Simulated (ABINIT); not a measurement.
# Quasiparticle gap of MoS2 (P6_3/mmc) in ABINIT, part 2 of 2

Wanted: ground state, empty states, screening and self-energy for MoS2 (P6_3/mmc).

ABINIT 10.8.3; PBE and many-body steps on it, plane waves. Known limits of the many-body steps: not at the basis limit; no spin-orbit coupling; coarse k mesh.

So far. Step 2 (Ground state): The gap is indirect, with the least direct gap 0.77 eV higher. Step 3 (Empty states on the mesh, 3×3×1 mesh, 116 bands): On this mesh the gap is 1.052 eV. The earlier step found 0.889 eV, so this mesh misses an edge.

The database entry behind the starting cell differs from later determinations by our own check (about 0.3 % long), so it need not match the best structure at ambient conditions.

**4. Screening, 3×3×1 mesh, 106 bands, screening to 108.8 eV**

The RPA dielectric matrix is built and inverted for each q.

This step: RPA screening on PBE, plane waves, norm-conserving pseudopotentials.

run.abi reads:

```
acell 3*1.0 Angstrom
rprim 
  3.169000000004 -0.000000000001 0.000000000000
  -1.584500000001 2.744434504597 0.000000000000
  0.000000000000 0.000000000000 12.324000000000
ntypat 2
znucl 42 16
natom 6
typat 1 1 2 2 2 2
xred 
  0.333333333333 0.666666666667 0.250000000000
  0.666666666667 0.333333333333 0.750000000000
  0.333333333333 0.666666666667 0.623000000000
  0.666666666667 0.333333333333 0.123000000000
  0.333333333333 0.666666666667 0.877000000000
  0.666666666667 0.333333333333 0.377000000000
pp_dirpath "pseudos"
pseudos "Mo.upf, S.upf"
ecut 36
ngkpt 3 3 1
nshiftk 1
shiftk 0 0 0
kptopt 1
chksymbreak 0
istwfk *1
occopt 1
irdwfk 1
optdriver 3
nband 106
ecuteps 4
inclvkb 2
awtr 1
symchi 1
indata_prefix "in"
outdata_prefix "out"
tmpdata_prefix "tmp"
```

Started as:

```
$ OMP_NUM_THREADS=1 mpirun -n 8 abinit run.abi > log
```

Numbers of over 12 decimals in the logs are rounded to 6 here.

The log of the run:

```text
.Version 10.8.3 of ABINIT. v10.8.2 released Aug 2026.

 Symmetries : space group P6_3/m m c (#194); Bravais hP (primitive hexag.)
[... echo of the input left out ...]
== DATASET  1 ==================================================================
-   mpi_nproc: 8, omp_nthreads: 1 (-1 if OMP is not activated)

--- !DatasetInfo
iteration_state: {dtset: 1, }
dimensions: {natom: 6, nkpt: 3, mband: 106, nsppol: 1, nspinor: 1, nspden: 1, mpw: 7476, }
cutoff_energies: {ecut:  36.0, pawecutdg:  -1.0, }
electrons: {nelect:   5.20000000E+01, charge:   0.00000000E+00, occopt:   1.00000000E+00, tsmear:   1.00000000E-02, }

 SCREENING: Calculation of the susceptibility and dielectric matrices

 Based on a program developped by R.W. Godby, V. Olevano, G. Onida, and L. Reining.
 Incorporated in ABINIT by V. Olevano, G.-M. Rignanese, and M. Torrent.
.Using double precision arithmetic ; gwpc =  8

[... cell and pseudopotentials left out ...]
--------------------------------------------------------------------------------

 ==== K-mesh for the wavefunctions ====
 Number of points in the irreducible wedge :     3
[... list of points left out ...]
 Together with 24 symmetry operations and time-reversal symmetry
 yields     9 points in the full Brillouin Zone.

 ==== Q-mesh for the screening function ====
 Number of points in the irreducible wedge :     3
[... list of points left out ...]
 Together with 24 symmetry operations and time-reversal symmetry
 yields     9 points in the full Brillouin Zone.

 setmesh: FFT mesh size selected  =    20x   20x   90
          total number of points  =        36000

 vcoul_init : cutoff-mode = AUXILIARY_FUNCTION
 q-points for optical limit:   1
     1)      0.000010    0.000020    0.000030

- screening: taking advantage of time-reversal symmetry
- Maximum band index for partially occupied states nbvw = 26
- Remaining bands to be divided among processors   nbcw = 80
- Number of bands treated by each node ~10

 Number of electrons calculated from density =   52.0000; Expected =   52.0000
 average of density, n =  0.071892
 r_s =    1.4919
 omega_plasma =   25.8640 [eV]

 calculating chi0 at frequencies [eV] :
  1    0.000000E+00    0.000000E+00
  2    0.000000E+00    2.586399E+01

--------------------------------------------------------------------------------
  q-point number  1        q = ( 0.000000, 0.000000, 0.000000) [r.l.u.]
--------------------------------------------------------------------------------
[... chi0 elements left out ...]
 For q-point:  0.000010 0.000020 0.000030
  dielectric constant =  17.3458
  dielectric constant without local fields =  19.5360

  Average fulfillment of the sum rule on Im[epsilon] for q-point    1 :     69.56  [%]
[... wings left out ...]
  q-point number  2        q = ( 0.333333, 0.000000, 0.000000) [r.l.u.]
--------------------------------------------------------------------------------
[... chi0 elements left out ...]
  Average fulfillment of the sum rule on Im[epsilon] for q-point    2 :     64.95  [%]

 [... 1 further q-points ...]
```

It took 21 s on 8 MPI ranks of Arm Neoverse N1, shared host; peak memory 1.6 GiB; 2.7 min of CPU time.

Numbers from this step:

| Property | Result |
| --- | --- |
| ε∞ with local fields, on this mesh, along the program's q direction | 17.35 |
| the same without local fields | 19.54 |
| plasma frequency | 25.86 eV |
| plane waves in the screening matrix | 291 |

Local fields lower ε∞ by 11 %. On a Γ-centred mesh this coarse the value itself is usually too large, while a short band sum pulls it down.

**5. Self-energy, 3×3×1 mesh, 106 bands, screening to 108.8 eV**

The self-energy is evaluated for the states that the input lists, and the levels follow from it, in one-shot runs by the linearised quasiparticle equation.

This step: G0W0 on PBE, plane waves, norm-conserving pseudopotentials.

Edit run.abi of step 4 so:

```diff
@@ -27,8 +27,17 @@
 irdwfk 1
-optdriver 3
+optdriver 4
 nband 106
+gwcalctyp 0
+ecutsigx 36
+symsigma 1
+nkptgw 2
+kptgw 
+  0.0000000000 0.0000000000 0.0000000000
+  0.3333333333 0.3333333333 0.0000000000
+bdgw 
+  25 28
+  25 28
 ecuteps 4
-inclvkb 2
-awtr 1
-symchi 1
+irdscr 1
+ppmodel 1
 indata_prefix "in"
```

The log of the run:

```text
.Version 10.8.3 of ABINIT. v10.8.2 released Aug 2026.

 Symmetries : space group P6_3/m m c (#194); Bravais hP (primitive hexag.)
[... echo of the input left out ...]
== DATASET  1 ==================================================================
-   mpi_nproc: 8, omp_nthreads: 1 (-1 if OMP is not activated)

--- !DatasetInfo
iteration_state: {dtset: 1, }
dimensions: {natom: 6, nkpt: 3, mband: 106, nsppol: 1, nspinor: 1, nspden: 1, mpw: 7476, }
cutoff_energies: {ecut:  36.0, pawecutdg:  -1.0, }
electrons: {nelect:   5.20000000E+01, charge:   0.00000000E+00, occopt:   1.00000000E+00, tsmear:   1.00000000E-02, }

 SIGMA: Calculation of the GW corrections

 Based on a program developped by R.W. Godby, V. Olevano, G. Onida, and L. Reining.
 Incorporated in ABINIT by V. Olevano, G.-M. Rignanese, and M. Torrent.
.Using double precision arithmetic ; gwpc =  8

[... cell and pseudopotentials left out ...]
--------------------------------------------------------------------------------

 ==== K-mesh for the wavefunctions ====
 Number of points in the irreducible wedge :     3
[... list of points left out ...]
 Together with 24 symmetry operations and time-reversal symmetry
 yields     9 points in the full Brillouin Zone.

 ==== Q-mesh for screening function ====
 Number of points in the irreducible wedge :     3
[... list of points left out ...]
 Together with 24 symmetry operations and time-reversal symmetry
 yields     9 points in the full Brillouin Zone.

 vcoul_init : cutoff-mode = AUXILIARY_FUNCTION
 q-points for optical limit:   1
     1)      0.000010    0.000020    0.000030
 setmesh: FFT mesh size selected  =    32x   32x  128
          total number of points  =       131072

 Number of electrons calculated from density =   52.0000; Expected =   52.0000
 average of density, n =  0.071892
 r_s =    1.4919
 omega_plasma =   25.8640 [eV]

 === KS Band Gaps ===
  >>>> For spin  1
   Minimum direct gap =   1.6539 [eV], located at k-point      :   0.3333  0.3333  0.0000
   Fundamental gap    =   1.0518 [eV], Top of valence bands at :   0.0000  0.0000  0.0000
                                       Bottom of conduction at :   0.3333  0.3333  0.0000
 SIGMA fundamental parameters:
 PLASMON POLE MODEL  1
 number of plane-waves for SigmaX                 7437
 number of plane-waves for SigmaC and W            291
 number of plane-waves for wavefunctions          7437
 number of bands                                   106
 number of independent spin polarizations            1
 number of spinorial components                      1
 number of k-points in IBZ                           3
 number of q-points in IBZ                           3
 number of symmetry operations                      24
 number of k-points in BZ                            9
 number of q-points in BZ                            9
 number of frequencies for dSigma/dE                 9
 frequency step for dSigma/dE [eV]                0.25
 number of omega for Sigma on real axis              0
 max omega for Sigma on real axis  [eV]           0.00
 zcut for avoiding poles [eV]                     0.10

 EPSILON^-1 parameters (SCR file):
 dimension of the eps^-1 matrix on file            291
 dimension of the eps^-1 matrix used               291
 number of plane-waves for wavefunctions          7437
 number of bands                                   106
 number of q-points in IBZ                           3
 number of frequencies                               2
 number of real frequencies                          1
 number of imag frequencies                          1

 matrix elements of self-energy operator (all in [eV])

 Perturbative Calculation

--- !SelfEnergy_ee
iteration_state: {dtset: 1, }
kpoint     : [   0.000,    0.000,    0.000, ]
spin       : 1
KS_gap     :    2.100
QP_gap     :    2.580
Delta_QP_KS:    0.480
data: !SigmaeeData |
     Band     E0 <VxcDFT>   SigX SigC(E0)      Z dSigC/dE  Sig(E)    E-E0       E
       25   7.290 -15.395 -16.765   1.757   0.777  -0.287 -15.094   0.301   7.591
       26   8.434 -16.370 -17.413   1.566   0.774  -0.292 -15.966   0.404   8.839
       27  10.534 -15.683 -10.950  -3.596   0.778  -0.285 -14.798   0.884  11.418
       28  10.534 -15.683 -10.950  -3.596   0.778  -0.285 -14.798   0.884  11.418

--- !SelfEnergy_ee
iteration_state: {dtset: 1, }
kpoint     : [   0.333,    0.333,    0.000, ]
spin       : 1
KS_gap     :    1.654
QP_gap     :    2.306
Delta_QP_KS:    0.652
data: !SigmaeeData |
     Band     E0 <VxcDFT>   SigX SigC(E0)      Z dSigC/dE  Sig(E)    E-E0       E
       25   7.670 -16.196 -17.477   1.792   0.776  -0.288 -15.800   0.397   8.067
       26   7.832 -16.549 -17.783   1.793   0.775  -0.290 -16.116   0.433   8.265
       27   9.486 -17.601 -12.714  -3.484   0.773  -0.293 -16.516   1.085  10.572
       28   9.486 -17.601 -12.714  -3.484   0.773  -0.293 -16.516   1.085  10.572

== END DATASET(S) ==============================================================
================================================================================

 -outvars: echo values of variables after computation  --------
           etotal      0.0000000000E+00
            nband         106
             nkpt           3
          spgroup         194
 [... the other variables as echoed above ...]

 Calculation completed.
```

Elapsed: 9.8 s, on 8 MPI ranks; peak memory 1.1 GiB.

This step gave:

```yaml
g0w0_gap_on_the_points_computed: 1.733 eV
starting_gap_on_the_mesh: 1.052 eV
k_of_the_valence_top: 0, 0, 0
k_of_the_conduction_bottom: 0.3333, 0.3333, 0
z_at_the_valence_top: 0.774
z_at_the_conduction_bottom: 0.773
least_direct_g0w0_gap_on_the_computed_points: 2.307 eV
```

The gap on the mesh goes from 1.05 eV to 1.73 eV, a correction of +0.68 eV. The start differs from the 0.89 eV found before because the two sample other k points.

Limits: finite bands, cutoff and mesh; no spin-orbit coupling; coarse k mesh. v1 is the top filled band, c1 the lowest empty one. The levels before and after the correction (eV, zero at the valence-band top of each column):

```tsv
	conduction bottom	valence top
Kohn-Sham	1.05	0.00
G0W0	1.73	0.00
```

```tsv
	level	energy (eV)
Kohn-Sham	Γ v2	-1.145
Kohn-Sham	Γ v1	0.000
Kohn-Sham	Γ c1-c2	2.100
Kohn-Sham	(0.333 0.333 0) v2	-0.764
Kohn-Sham	(0.333 0.333 0) v1	-0.602
Kohn-Sham	(0.333 0.333 0) c1-c2	1.052
G0W0	Γ v2	-1.248
G0W0	Γ v1	0.000
G0W0	Γ c1-c2	2.579
G0W0	(0.333 0.333 0) v2	-0.772
G0W0	(0.333 0.333 0) v1	-0.574
G0W0	(0.333 0.333 0) c1-c2	1.733
```

**6. Where the time went**

Times are wall times on the hardware named with each run, good to a factor of about two.

```tsv
step	time	share	memory (GiB)
ground state	47 s	42 %	0.81
empty states on the mesh	35 s	31 %	0.3
screening	21 s	18 %	1.6
self-energy	9.8 s	9 %	1.1
```

**7. Outcome**

- PBE gap: 0.89 eV, indirect
- G0W0 gap on the mesh: 1.73 eV
- G0W0 gap over the zone (rigid shift): 1.57 eV
- GW settings: 3×3×1 mesh, 106 bands, screening to 108.8 eV, Godby-Needs plasmon pole
- known limits: not at the basis limit; no spin-orbit coupling; coarse k mesh

G0W0 moves the gap on the mesh from 1.05 eV to 1.73 eV (+0.68 eV), with Z of 0.77 and 0.77 at the edges. The mesh misses the band edges by 0.16 eV in all; a rigid shift gives 1.57 eV for the zone. Local fields lower the RPA ε∞ on this mesh from 19.54 to 17.35; a Γ-centred mesh this coarse tends to raise both, most where the direct gap is narrow, while a short band sum lowers them. Only 2 of the mesh's irreducible points were corrected, so a valley elsewhere could overtake. Bands and cutoff are finite, so the gap is not at the basis limit. The miss can reach some tenths of an eV and take either sign; the mesh is an error of its own. In the G0W0 run levels were corrected at 2 k points alone, so a gap called «on the mesh» is the least over those, and an edge elsewhere would be missed. A denser mesh or path gives a starting gap of 0.89 eV: the GW mesh misses a band edge, so its gaps are not the fundamental one. The 3×3×1 mesh is coarse for this cell, which bears on the long-range parts of exchange and screening. The many-body steps are scalar-relativistic: spin-orbit coupling is not in them.

[Paths, hosts, dates, memory and timing lines, banners, echoed tables and standing remarks are left out of the program output.]

[Logs are printed without paths, hosts, clocks, repeated set-up lines and the standing remarks that a program may print on its own settings, such as how far it seeks lower states.]

[Runs of the session that timed out or met a known fault of the program may be left out.]

[Hosts, paths, dates, database ids (printed as entryN), source tags and the programs' standing remarks are cut or masked in the printed files.]

[G0W0 gaps are taken among the corrected bands and points alone; a level outside them can change the order at an edge.]

[Where Ansatz stands beside ABINIT at settings called matched, ABINIT's density can come from a denser mesh and the files from another edition; pairs whose starting gaps differed by over 0.03 eV were left out, so agreement reads better than it is.]
